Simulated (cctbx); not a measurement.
**Occupancies in CaIr2S4**

Cell a = 17.5532 Å, b = 3.7040 Å, c = 11.5530 Å, α = 90.00°, β = 130.03°, γ = 90.00°; space group C2/m (no. 12); nominal formula CaIr2S4.

Simulated single-crystal data (cctbx): Ag Kα, λ = 0.56087 Å, to d = 0.7 Å, 80 % of the full sphere, strongest reflection 70000 counts, noise from counting, a 6 % proportional error and a noise floor of 2 counts (s.d.); no absorption, and some extinction, which the refinements don't model.

With every site full:

```text
Rint 0.039, 994 unique reflections to 0.70 A
cycle     R1     wR2    GooF  max shift (A)
   1  0.1739  0.5293  11.654   0.00404
   3  0.0208  0.0594   1.308   0.00006
final R1 0.0208 wR2 0.0594 GooF 1.308  parameters 42  data/parameter 23.7
atom        x        y        z      Ueq    occ   su(xyz)  su(Uiso or U11)
Ir1    0.86700  0.50000  0.54378   0.0160  1.000  0.00002  0.0001
Ir2    0.85422  0.00000  0.18323   0.0208  1.000  0.00002  0.0001
Ca1    0.64133  0.00000  0.15218   0.0339  1.000  0.00017  0.0006
S1     0.72748  0.50000  0.07587   0.0412  1.000  0.00024  0.0010
S2     0.82642  0.00000  0.63987   0.0307  1.000  0.00019  0.0007
S3     0.15159  0.00000  0.61505   0.0334  1.000  0.00019  0.0007
S4     0.03023  0.50000  0.73946   0.0363  1.000  0.00021  0.0009
difference map: max 1.22 min -2.95 rms 0.34
Q1    0.2355  0.5000  0.2695    4    1.26  1.30 A from Ca1
Q2    0.2049  0.0000  0.3867    4    1.23  0.42 A from S2
Q3    0.2457  0.0000  0.9299    4    1.15  1.35 A from Ir2
Q4    0.0456  0.5000  0.3564    4    0.86  1.05 A from S4
Q5    0.1039  0.2907  0.6969    8    0.85  1.52 A from Ir2
Q6    0.0650  0.5000  0.8855    4    0.84  1.38 A from S4
```

With the occupancies of the suspect sites free, each still typed as its main element:

```text
Rint 0.039, 994 unique reflections to 0.70 A
cycle     R1     wR2    GooF  max shift (A)
   1  0.2264  0.5705  12.566   0.00312
  12  0.0180  0.0448   0.986   0.00004
final R1 0.0180 wR2 0.0447 GooF 0.985  parameters 43  data/parameter 23.1
atom        x        y        z      Ueq    occ   su(xyz)  su(Uiso or U11)
Ir1    0.86700  0.50000  0.54379   0.0165  1.000  0.00001  0.0001
Ir2    0.85422  0.00000  0.18322   0.0201  0.970  0.00002  0.0001
Ca1    0.64124  0.00000  0.15216   0.0346  1.000  0.00013  0.0005
S1     0.72728  0.50000  0.07574   0.0418  1.000  0.00018  0.0008
S2     0.82632  0.00000  0.63989   0.0314  1.000  0.00014  0.0005
S3     0.15149  0.00000  0.61513   0.0339  1.000  0.00014  0.0006
S4     0.03039  0.50000  0.73954   0.0368  1.000  0.00016  0.0006
su of occupancy Ir2: 0.001
difference map: max 1.22 min -1.72 rms 0.31
Q1    0.2442  0.0000  0.9271    4    1.27  1.33 A from Ir2
Q2    0.2341  0.5000  0.2684    4    1.22  1.28 A from Ca1
Q3    0.2056  0.0000  0.3896    4    0.89  0.43 A from S2
Q4    0.0644  0.5000  0.8857    4    0.89  1.38 A from S4
Q5    0.0480  0.5000  0.3628    4    0.88  1.10 A from S4
Q6    0.2514  0.0000  0.5179    4    0.84  1.41 A from S2
```

**Question.** What is the disorder?

X-rays count electrons. Ir2 refines to 0.970(0.001), or 74.7 electrons; the site truly holds 0.97 Ir, 74.7 electrons, which is 0.970 of Ir. A value under 1 can't tell vacancies from a lighter guest, and one over 1 needs a heavier guest; chemistry or a second radiation must settle which. Occupancy correlates with U and the scale, so the match is approximate.

Freeing them takes R1 from 0.0208 to 0.0180 and GooF from 1.31 to 0.98.

The model is made up (kin elements in a known structure type, no relaxation), so it says nothing on whether the phase exists.

[Middle refinement cycles are left out of these outputs.]

[Logs are printed without paths, hosts, clocks, repeated set-up lines and the standing remarks that a program may print on its own settings, such as how far it seeks lower states.]
